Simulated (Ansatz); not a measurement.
**MgIF: complex band structure**

Wanted: the relaxed cell of MgIF, its band edges and its decay constants. It is built by putting I for part of the F in the MgF2 structure of space group P4_2/mnm, with the volume rescaled by atomic radii. The parent structure comes from the Materials Project.

Main program and level: Ansatz 0.2.0; LDA DFT, plane waves, PAW files, in the first sound run; inputs show where later runs differ.

Most raw output is cut from this account.

The structure was built from a prototype and need not be the compound's stable phase.

## (1) The structure

The structure is orthorhombic, space group Pmn2_1 (No. 31). The conventional cell has a = 3.562 Å, b = 5.394 Å, c = 5.394 Å, α = 90.00°, β = 90.00°, γ = 90.00°. Nearest to Mg lie 3 F at 2.31 to 2.33 Å and 3 I at 2.31 to 2.33 Å. Nearest to F lie 3 Mg at 2.31 to 2.33 Å. Nearest to I lie 3 Mg at 2.31 to 2.33 Å. It derives from MgF2. I for part of the F in the MgF2 structure of space group P4_2/mnm. Farther neighbours and most contacts between anions are not listed.

## (2) Cell and atoms at rest

The substituted atoms don't fit the parent's cell, so cell and atoms relax together. A small smearing keeps the run stable in case the gap closes on the way.

The input, input.yaml:

```yaml
crystal:
  lattice:
    - [5.393968764, 0.0, 0.0]
    - [0.0, 5.393968764, 0.0]
    - [0.0, 0.0, 3.5620690605]
  atoms:
    - { symbol: Mg, position: [0.5, 0.5, 0.5] }
    - { symbol: Mg, position: [0.0, 0.0, 0.0] }
    - { symbol: F, position: [0.69707986, 0.69707986, 0.0] }
    - { symbol: I, position: [0.80292014, 0.19707986, 0.5] }
    - { symbol: I, position: [0.30292014, 0.30292014, 0.0] }
    - { symbol: F, position: [0.19707986, 0.80292014, 0.5] }
kpoints:
  mp_grid: { grid: [4, 4, 6] }
scf:
  occupations: { method: gaussian, width: 0.03 }
hamiltonian:
  xc: lda
output:
  forces: true
  stress: true
relax:
  f_tol: 0.02
  max_steps: 60
  cell: {}
```

On the command line:

```console
$ ansatz run input.yaml --threads 2 --pin off --max-ram 4096MiB --backend cpu --events-out ev --progress --plain --runs-dir out
```

Wall time 2.2 min (2 threads of Intel Xeon Platinum 8375C at 2.90GHz (Ice Lake), shared host); peak memory 0.5 GiB.

Step by step (22 of 26):

```tsv
step	energy less that of the first step (eV)	largest force component (eV/Å)	pressure (GPa)	volume (Å³)
1	0.0000	7.5609	29.34	103.64
2	-3.3634	3.9573	11.55	112.23
3	-4.7304	1.9738	4.84	114.98
5	-5.8087	0.5094	0.46	115.99
6	-5.9608	0.0761	0.58	118.07
7	-5.9567	0.0722	-0.72	120.11
8	-5.9631	0.0191	0.07	118.71
9	-5.9634	0.0029	0.01	118.67
11	-6.0431	0.0146	0.29	121.44
12	-6.0417	0.0160	-0.16	124.35
13	-6.0421	0.0080	-0.03	124.48
14	-6.0421	0.0014	0.00	124.52
15*	-6.0632	0.0013	0.10	124.52
16	-6.0643	0.0126	0.01	126.05
18	-6.0624	0.0047	-0.02	127.53
19	-6.0627	0.0037	0.00	127.38
20*	-6.0711	0.0033	0.05	127.38
21	-6.0706	0.0021	0.02	128.23
22	-6.0693	0.0030	-0.01	128.98
24	-6.0730	0.0126	0.07	129.24
25	-6.0725	0.0006	0.01	129.59
26*	-6.0739	0.0006	0.01	129.59
```

Relaxation steps marked * repeat the geometry before them on a plane-wave basis chosen anew for their cell, so energy and pressure can jump there. Other such steps can lie between the rows shown. Relaxation step 7 was tried and not accepted.

Forces are held to the 4 operations that the run works with; a distortion that breaks them can't arise in this run.

```tsv
cell as run	before	after	change
a (Å)	5.394	5.505	+2.1 %
b (Å)	5.394	6.497	+20.5 %
c (Å)	3.562	3.623	+1.7 %
volume (Å³/atom)	17.27	21.60	+25.0 %
```

The atoms that moved most (Å, as changes of fractional coordinates times the final cell):

```tsv
atom	dx	dy	dz	length
Mg1	0.166	1.076	0.000	1.089
Mg2	0.166	-1.076	0.000	1.089
I4	-0.303	-0.756	0.000	0.814
I5	-0.303	0.756	0.000	0.814
F3	0.137	-0.158	0.000	0.209
F6	0.137	0.158	0.000	0.209
```

Final coordinates:

```cif
data_structure
_symmetry_space_group_name_H-M 'P 1'
_symmetry_Int_Tables_number 1
_cell_length_a 5.5049
_cell_length_b 6.4974
_cell_length_c 3.6231
_cell_angle_alpha 90.000
_cell_angle_beta 90.000
_cell_angle_gamma 90.000
_cell_volume 129.59
loop_
_atom_site_label
_atom_site_type_symbol
_atom_site_fract_x
_atom_site_fract_y
_atom_site_fract_z
_atom_site_occupancy
Mg1 Mg 0.53024 0.66561 0.50000 1
Mg2 Mg 0.03024 0.83439 0.00000 1
F3 F 0.72190 0.67276 0.00000 1
I4 I 0.74786 0.08076 0.50000 1
I5 I 0.24786 0.41924 0.00000 1
F6 F 0.22190 0.82724 0.50000 1
```

This step gave:

```
free energy  : -20109.3265 eV
Fermi energy : 7.383 eV
pressure     : 0.01077 GPa
```

The largest force component on a free atom ends at 5.5e-4 eV/Å.

## (3) Band edges

The energy window and the wavevectors of the next steps follow from the band edges, so these are searched first, off the mesh as well.

The input, input.yaml:

```yaml
crystal:
  lattice:
    - [5.5048804172, 0.0, 0.0]
    - [0.0, 6.4974133899, 0.0]
    - [0.0, 0.0, 3.6230532423]
  atoms:
    - { symbol: Mg, position: [0.5302397941, 0.6656091146, 0.5] }
    - { symbol: Mg, position: [0.0302397941, -0.1656091146, 0.0] }
    - { symbol: F, position: [0.7218955615, 0.6727632711, 0.0] }
    - { symbol: I, position: [0.7478646444, 0.0807585645, 0.5] }
    - { symbol: I, position: [0.2478646444, 0.4192414355, 0.0] }
    - { symbol: F, position: [0.2218955615, 0.8272367289, 0.5] }
kpoints:
  mp_grid: { grid: [4, 4, 6] }
  band_path: { path: [VBM, CBM], npoints: 30 }
scf:
  occupations: { method: fixed }
hamiltonian:
  xc: lda
output:
  eigenvalues: true
  write_potential: true
  write_density: true
  volumetric_format: npy
```

Wall time 26 s (2 threads); peak memory 0.5 GiB; 52 s of CPU time.

Numbers from this step:

| Quantity | Value |
| --- | --- |
| Fermi energy | 6.619 eV |
| gap on the k-mesh | 1.527 eV |
| gap on path | 1.527 eV, by band count; negative where bands overlap |
| direct gap on path | 1.594 eV |
| edge places on path | 0, 0.4835 1/A along the path |

The electronic bands at the labelled points (eV, zero at the Fermi level (highest filled level under fixed occupations); v1 is the highest filled band, c1 the lowest empty one):

```tsv
point	v4	v3	v2	v1	c1	c2	c3	c4
VBM	-3.00	-1.65	-0.62	0.00	3.43	3.46	4.19	5.78
halfway	-2.53	-1.72	-0.58	-0.03	2.18	2.87	5.14	5.31
CBM	-2.09	-1.80	-0.53	-0.07	1.53	2.29	4.86	5.59
```

The searched edges give 1.53 eV, as on the mesh.

## (4) Decaying states in the gap, plane (010), k-mesh 4×6×4

This step: LDA DFT, plane waves, PAW files; complex bands by layer matching along the plane's normal (Ansatz 0.2.0).

The same crystal is laid in a cell whose first two vectors span the (010) plane (indices of the standard conventional cell, whose axes can be ordered otherwise than in the bulk input). At fixed energy and wavevector in the plane the solver finds all kz, real and complex. A few wavevectors are listed, (0, 0) and (0.5, 0) in units of the plane's reciprocal vectors; the slowest state needn't be among them.

The input, input.yaml:

```yaml
crystal:
  lattice:
    - [5.504880417, 0.0, 0.0]
    - [0.0, 3.623053242, 0.0]
    - [0.0, 0.0, 6.49741339]
  atoms:
    - { symbol: Mg, position: [0.5302397941, 0.5, 0.3343908854] }
    - { symbol: Mg, position: [0.0302397941, 0.0, 0.1656091146] }
    - { symbol: F, position: [0.7218955615, 0.0, 0.3272367289] }
    - { symbol: I, position: [0.7478646444, 0.5, 0.9192414355] }
    - { symbol: I, position: [0.2478646444, 0.0, 0.5807585645] }
    - { symbol: F, position: [0.2218955615, 0.5, 0.1727632711] }
kpoints:
  mp_grid: { grid: [4, 6, 4] }
scf:
  occupations: { method: fixed }
hamiltonian:
  xc: lda
output:
  eigenvalues: true
  transmission:
    leads: [[0, 0]]
    kpoints: [[0.0, 0.0], [0.5, 0.0]]
    e_range: [-1.0, 2.53]
    de: 0.06
```

The job ended after 33 s (2 threads; peak memory 0.61 GiB; 46 s of CPU time).

Numbers from this step:

* level to which the leads are filled: 0.7635 eV from the Fermi level
* decay constant at the filling level, zone centre: 0.2179 Å⁻¹
* decay constant at the filling level, slowest listed point: 0.2179 Å⁻¹

K parallel (0, 0); values up to 1.5 1/Å, a degenerate pair printed once or twice; energies at which all values exceed this have no row. Table of Im kz of the slowest decaying states by energy, zero at the highest filled level on the SCF mesh:

```tsv
energy (eV)	decay 1 (Å⁻¹)	decay 2 (Å⁻¹)	decay 3 (Å⁻¹)	decay 4 (Å⁻¹)
-1.0000	0.258	0.445	0.499	0.537
-0.7600	0.268	0.370	0.443	0.559
-0.5200	0.107	0.272	0.436	0.611
-0.2200	0.271	0.290	0.424	0.670
0.0200	0.176	0.265	0.411	0.717
0.2600	0.254	0.396	0.543	0.769
0.5000	0.239	0.377	0.764	0.831
0.7400	0.218	0.355	0.847	0.923
0.9800	0.189	0.330	0.871	0.990
1.2200	0.146	0.302	0.888	0.964
1.5200	0.0228	0.259	0.886	0.903
1.7600	0.217	0.811	0.911	0.917
2.0000	0.163	0.755	0.891	0.916
2.2400	0.0689	0.709	0.864	0.920
```

K parallel (0.5, 0); values up to 1.5 1/Å, a degenerate pair printed once or twice; energies at which all values exceed this have no row. The Im kz of the slowest decaying states by energy, zero at the highest filled level on the SCF mesh:

```tsv
energy (eV)	decay 1 (Å⁻¹)	decay 2 (Å⁻¹)	decay 3 (Å⁻¹)	decay 4 (Å⁻¹)
-1.00	0.318	0.834	1.17	1.18
-0.82	0.355	0.355	0.781	1.15
-0.64	0.387	0.708	1.12	1.20
-0.46	0.414	0.576	1.09	1.09
-0.28	0.360	0.438	0.438	1.06
-0.16	0.452	0.580	1.04	1.23
0.02	0.471	0.691	1.01	1.25
0.20	0.488	0.751	0.971	1.28
0.38	0.503	0.790	0.933	1.31
0.56	0.515	0.818	0.894	0.894
0.74	0.526	0.840	0.853	1.37
0.92	0.535	0.812	0.857	1.38
1.10	0.542	0.771	0.870	1.35
1.28	0.547	0.729	0.881	1.31
1.46	0.549	0.686	0.686	0.890
1.64	0.549	0.643	0.897	1.25
1.76	0.548	0.548	0.614	0.900
1.94	0.543	0.570	0.905	1.20
2.12	0.523	0.535	0.909	1.18
2.30	0.472	0.525	0.911	1.15
2.48	0.416	0.512	0.913	1.13
```

At the listed wavevectors the last open channel is at -0.04 eV and the next at +1.58 eV on the grid. At +0.74 eV, the grid energy nearest the filling level (the middle of the gap on the SCF mesh), the slowest state at the listed wavevectors decays with κ = 0.218 Å⁻¹, its amplitude falling by e over 4.6 Å. Through 1 nm of this crystal that state's transmission falls by exp(−2 × 0.218 Å⁻¹ × 10 Å) = 0.013.

## (5) Complex bands, plane (100), k-mesh 4×4×6

The same for the (100) plane, at (0, 0) and (0, -0.5), to see how the decay depends on direction.

The input, input.yaml:

```yaml
crystal:
  lattice:
    - [5.504880417, 0.0, 0.0]
    - [0.0, 6.49741339, 0.0]
    - [0.0, 0.0, 3.623053242]
  atoms:
    - { symbol: Mg, position: [0.5302397941, 0.6656091146, 0.5] }
    - { symbol: Mg, position: [0.0302397941, 0.8343908854, 0.0] }
    - { symbol: F, position: [0.7218955615, 0.6727632711, 0.0] }
    - { symbol: I, position: [0.7478646444, 0.0807585645, 0.5] }
    - { symbol: I, position: [0.2478646444, 0.4192414355, 0.0] }
    - { symbol: F, position: [0.2218955615, 0.8272367289, 0.5] }
kpoints:
  mp_grid: { grid: [4, 4, 6] }
scf:
  occupations: { method: fixed }
hamiltonian:
  xc: lda
output:
  eigenvalues: true
  transmission:
    leads: [[0, 0]]
    kpoints: [[0.0, 0.0], [0.0, -0.5]]
    e_range: [-1.0, 2.53]
    de: 0.07
```

Run time: 52 s. Hardware: 2 threads; peak memory 1.1 GiB; 1.7 min of CPU time.

Numbers from this step:

- decay constant at the filling level, zone centre: 0.1456 Å⁻¹
- decay constant at the filling level, slowest listed point: 0.1456 Å⁻¹

K parallel (0, 0); values up to 1.5 1/Å, a degenerate pair printed once or twice; energies at which all values exceed this have no row. Im kz of the slowest decaying states against energy, zero at the highest filled level on the SCF mesh:

```tsv
energy (eV)	decay 1 (Å⁻¹)	decay 2 (Å⁻¹)	decay 3 (Å⁻¹)	decay 4 (Å⁻¹)
-1.0000	0.361	0.622	0.690	0.698
-0.7200	0.409	0.644	0.670	0.670
-0.5100	0.0339	0.433	0.649	0.654
-0.2300	0.119	0.454	0.618	0.632
-0.0200	0.0439	0.149	0.465	0.594
0.2600	0.108	0.178	0.472	0.559
0.4700	0.131	0.193	0.474	0.532
0.7500	0.146	0.208	0.473	0.492
1.0300	0.144	0.217	0.450	0.468
1.2400	0.126	0.221	0.418	0.462
1.5200	0.0230	0.220	0.379	0.423
1.7300	0.211	0.355	0.386	0.439
2.0100	0.177	0.333	0.336	0.422
2.2200	0.0991	0.307	0.323	0.406
2.5000	0.284	0.313	0.381	0.562
```

K parallel (0, 0). Re kz of states that move upwards against energy, zero at the highest filled level on the SCF mesh:

```tsv
energy (eV)	channel 1 (Å⁻¹)	channel 2 (Å⁻¹)
-1.00	-0.235	-0.167
-0.93	-0.223	-0.152
-0.79	-0.199	-0.119
-0.72	-0.186	-0.101
-0.65	-0.174	-0.0789
-0.51	-0.148	-
-0.44	-0.134	-
-0.37	-0.119	-
-0.23	-0.0847	-
-0.16	-0.0631	-
-0.02	-	-
0.05	-	-
0.12	-	-
0.26	-	-
0.33	-	-
0.40	-	-
0.54	-	-
0.61	-	-
0.68	-	-
0.82	-	-
0.89	-	-
0.96	-	-
1.10	-	-
1.17	-	-
1.24	-	-
1.38	-	-
1.45	-	-
1.52	-	-
1.66	0.110	-
1.73	0.140	-
1.87	0.194	-
1.94	0.218	-
2.01	0.242	-
2.15	0.287	-
2.22	0.308	-
2.29	0.329	-
2.43	0.150	0.369
2.50	0.187	0.388
```

K parallel (0, -0.5); values up to 1.5 1/Å, a degenerate pair printed once or twice; energies at which all values exceed this have no row. The Im kz of the slowest decaying states by energy, zero at the highest filled level on the SCF mesh:

```tsv
energy (eV)	decay 1 (Å⁻¹)	decay 2 (Å⁻¹)	decay 3 (Å⁻¹)	decay 4 (Å⁻¹)
-1.00	0.358	0.445	0.787	0.864
-0.86	0.388	0.460	0.780	0.853
-0.65	0.421	0.477	0.770	0.838
-0.44	0.096	0.444	0.490	0.759
-0.30	0.126	0.455	0.496	0.752
-0.16	0.148	0.463	0.501	0.744
-0.02	0.166	0.470	0.505	0.736
0.05	0.0504	0.174	0.473	0.507
0.26	0.111	0.193	0.478	0.509
0.40	0.135	0.204	0.479	0.510
0.54	0.154	0.213	0.480	0.509
0.75	0.176	0.224	0.478	0.506
0.96	0.193	0.233	0.474	0.502
1.10	0.202	0.238	0.470	0.498
1.24	0.209	0.242	0.465	0.493
1.45	0.218	0.247	0.456	0.484
1.66	0.224	0.250	0.445	0.473
1.80	0.227	0.251	0.436	0.464
1.94	0.229	0.252	0.427	0.455
2.15	0.229	0.252	0.410	0.438
2.36	0.227	0.250	0.391	0.419
2.50	0.223	0.248	0.377	0.405
```

At the listed wavevectors the last open channel is at -0.02 eV and the next at +1.59 eV on the grid. At +0.75 eV, the grid energy nearest the filling level (the middle of the gap on the SCF mesh), the slowest state at the listed wavevectors decays with κ = 0.146 Å⁻¹, its amplitude falling by e over 6.9 Å; the first such run, plane (010), gave 0.218 Å⁻¹.

## (6) Band edges at another level, cutoff 500 eV

This step: r2SCAN DFT, plane waves, PAW files (Ansatz 0.2.0).

The edges again with r2SCAN, at the same atoms. Against that run the cutoff is 500 eV against 420.

The input, input.yaml:

```yaml
crystal:
  lattice:
    - [5.5048804172, 0.0, 0.0]
    - [0.0, 6.4974133899, 0.0]
    - [0.0, 0.0, 3.6230532423]
  atoms:
    - { symbol: Mg, position: [0.5302397941, 0.6656091146, 0.5] }
    - { symbol: Mg, position: [0.0302397941, -0.1656091146, 0.0] }
    - { symbol: F, position: [0.7218955615, 0.6727632711, 0.0] }
    - { symbol: I, position: [0.7478646444, 0.0807585645, 0.5] }
    - { symbol: I, position: [0.2478646444, 0.4192414355, 0.0] }
    - { symbol: F, position: [0.2218955615, 0.8272367289, 0.5] }
kpoints:
  mp_grid: { grid: [4, 4, 6] }
  band_path: { path: [VBM, CBM], npoints: 30 }
scf:
  occupations: { method: fixed }
hamiltonian:
  xc: r2scan
output:
  eigenvalues: true
```

Elapsed: 57 s, on 2 threads; peak memory 0.7 GiB; 1.9 min of CPU time.

This step gave:

| Item | Value |
| --- | --- |
| free energy | -20535.9470 eV |
| Fermi energy | 6.666 eV |
| gap on the k-mesh | 2.368 eV |
| gap on path | 2.368 eV, by band count; negative where bands overlap |
| direct gap on path | 2.435 eV |

Electronic bands along the path, in eV, zero at the Fermi level (highest filled level under fixed occupations); v1 is the highest filled band, c1 the lowest empty one:

```tsv
point	v4	v3	v2	v1	c1	c2	c3	c4
VBM	-3.01	-1.71	-0.63	0.00	4.22	4.24	4.76	6.51
halfway	-2.56	-1.78	-0.59	-0.03	2.96	3.53	5.90	6.07
CBM	-2.17	-1.85	-0.54	-0.07	2.37	2.92	5.62	6.30
```

The searched edges give 2.37 eV, as on the mesh.

Between step 3 and this run (r2SCAN and cutoff 500 eV) the value for the gap on the k-mesh moves from 1.53 eV to 2.37 eV.

## (7) Complex bands at another level, cutoff 500 eV

This step: r2SCAN DFT, plane waves, PAW files; complex bands by layer matching along the plane's normal (Ansatz 0.2.0).

The complex bands at that level, over its own gap, at (0, 0) and (0.5, 0).

The input, input.yaml:

```yaml
crystal:
  lattice:
    - [5.504880417, 0.0, 0.0]
    - [0.0, 3.623053242, 0.0]
    - [0.0, 0.0, 6.49741339]
  atoms:
    - { symbol: Mg, position: [0.5302397941, 0.5, 0.3343908854] }
    - { symbol: Mg, position: [0.0302397941, 0.0, 0.1656091146] }
    - { symbol: F, position: [0.7218955615, 0.0, 0.3272367289] }
    - { symbol: I, position: [0.7478646444, 0.5, 0.9192414355] }
    - { symbol: I, position: [0.2478646444, 0.0, 0.5807585645] }
    - { symbol: F, position: [0.2218955615, 0.5, 0.1727632711] }
kpoints:
  mp_grid: { grid: [4, 6, 4] }
scf:
  occupations: { method: fixed }
hamiltonian:
  xc: r2scan
output:
  eigenvalues: true
  transmission:
    leads: [[0, 0]]
    kpoints: [[0.0, 0.0], [0.5, 0.0]]
    e_range: [-1.0, 3.37]
    de: 0.07
```

Wall time 45 s (2 threads); peak memory 0.97 GiB; 89 s of CPU time.

Numbers from this step:

| Quantity | Value |
| --- | --- |
| level to which the leads are filled | 1.184 eV from the Fermi level |
| decay constant at the filling level, zone centre | 0.2752 Å⁻¹ |
| decay constant at the filling level, slowest listed point | 0.2752 Å⁻¹ |

K parallel (0, 0); values up to 1.5 1/Å, a degenerate pair printed once or twice; energies at which all values exceed this have no row. Table of Im kz of the slowest decaying states by energy, zero at the highest filled level on the SCF mesh:

```tsv
energy (eV)	decay 1 (Å⁻¹)	decay 2 (Å⁻¹)	decay 3 (Å⁻¹)	decay 4 (Å⁻¹)
-1.00	0.295	0.480	0.522	0.534
-0.79	0.306	0.392	0.479	0.572
-0.58	0.313	0.476	0.615	1.12
-0.37	0.294	0.318	0.471	0.655
-0.16	0.260	0.320	0.464	0.692
-0.02	0.32	0.458	0.717	1.05
0.12	0.319	0.390	0.451	0.743
0.33	0.315	0.440	0.595	0.783
0.54	0.309	0.427	0.768	0.828
0.75	0.301	0.412	0.861	0.883
0.96	0.289	0.395	0.882	0.964
1.17	0.275	0.376	0.899	1.04
1.38	0.257	0.355	0.911	1.02
1.59	0.235	0.332	0.920	0.999
1.80	0.207	0.306	0.925	0.928
2.01	0.168	0.277	0.859	0.933
2.22	0.111	0.244	0.811	0.937
2.50	0.191	0.758	0.912	0.940
2.71	0.137	0.724	0.889	0.940
2.92	0.0169	0.691	0.866	0.940
3.13	0.660	0.842	0.939	1.21
3.34	0.630	0.818	0.937	1.20
```

K parallel (0.5, 0); values up to 1.5 1/Å, a degenerate pair printed once or twice; energies at which all values exceed this have no row. Im kz of the slowest decaying states against energy, zero at the highest filled level on the SCF mesh:

```tsv
energy (eV)	decay 1 (Å⁻¹)	decay 2 (Å⁻¹)	decay 3 (Å⁻¹)	decay 4 (Å⁻¹)
-1.00	0.348	0.841	1.21	1.22
-0.86	0.378	0.802	1.20	1.22
-0.65	0.417	0.719	1.17	1.22
-0.51	0.439	0.630	1.15	1.23
-0.30	0.285	0.469	1.12	1.25
-0.16	0.487	0.594	1.10	1.26
-0.02	0.504	0.686	1.07	1.27
0.05	0.512	0.715	1.06	1.28
0.19	0.527	0.760	1.03	1.29
0.40	0.548	0.805	0.990	1.32
0.54	0.561	0.827	0.961	1.34
0.75	0.578	0.853	0.916	1.37
0.89	0.589	0.867	0.885	1.39
1.10	0.603	0.838	0.883	1.42
1.24	0.610	0.807	0.892	1.39
1.45	0.620	0.761	0.903	1.35
1.59	0.624	0.730	0.909	1.33
1.80	0.628	0.685	0.916	1.29
1.94	0.629	0.655	0.920	1.27
2.15	0.610	0.628	0.924	1.24
2.29	0.580	0.625	0.926	1.22
2.50	0.534	0.618	0.929	1.20
2.64	0.502	0.611	0.930	1.18
2.85	0.451	0.600	0.931	1.16
2.99	0.414	0.590	0.931	1.14
3.20	0.350	0.574	0.574	0.930
3.34	0.298	0.561	0.929	1.10
```

At the listed wavevectors the last open channel is at -0.02 eV and the next at +2.43 eV on the grid. At +1.17 eV, the grid energy nearest the filling level (the middle of the gap on the SCF mesh), the slowest state at the listed wavevectors decays with κ = 0.275 Å⁻¹, its amplitude falling by e over 3.6 Å; the first such run, plane (010), gave 0.218 Å⁻¹.

## (8) Summary of results

```
band gap                                         : 1.53 eV
least decay constant at mid-gap, normal to (010) : 0.218 Å⁻¹
least decay constant at mid-gap, normal to (100) : 0.146 Å⁻¹
least decay constant, r2SCAN                     : 0.275 Å⁻¹
```

What this shows: With LDA, the slowest decay at the wavevectors tried is κ = 0.146 Å⁻¹, normal to (100). Through such a film the transmission near mid-gap falls as exp(−2κd), a factor of ten every 7.9 Å. The decay depends on direction: 1.5 times faster normal to (010). A free electron under a barrier of half the gap would need a mass of 0.11 mₑ to decay at this rate. With r2SCAN the gap goes from 1.53 to 2.37 eV and the decay constant, over the first 2 listed wavevectors, from 0.218 to 0.275 Å⁻¹. The compound is made up by substitution; its stability against other phases and against distortions of the cell's symmetry was not tested. A semilocal functional narrows gaps, while spin-orbit coupling, left out here, narrows them in compounds of heavy elements, so the error in κ can go either way.

[Logs are printed without paths, hosts, clocks, repeated set-up lines and the standing remarks that a program may print on its own settings, such as how far it seeks lower states.]

[Hosts, paths, dates, database ids (printed as entryN), source tags and the programs' standing remarks are cut or masked in the printed files.]
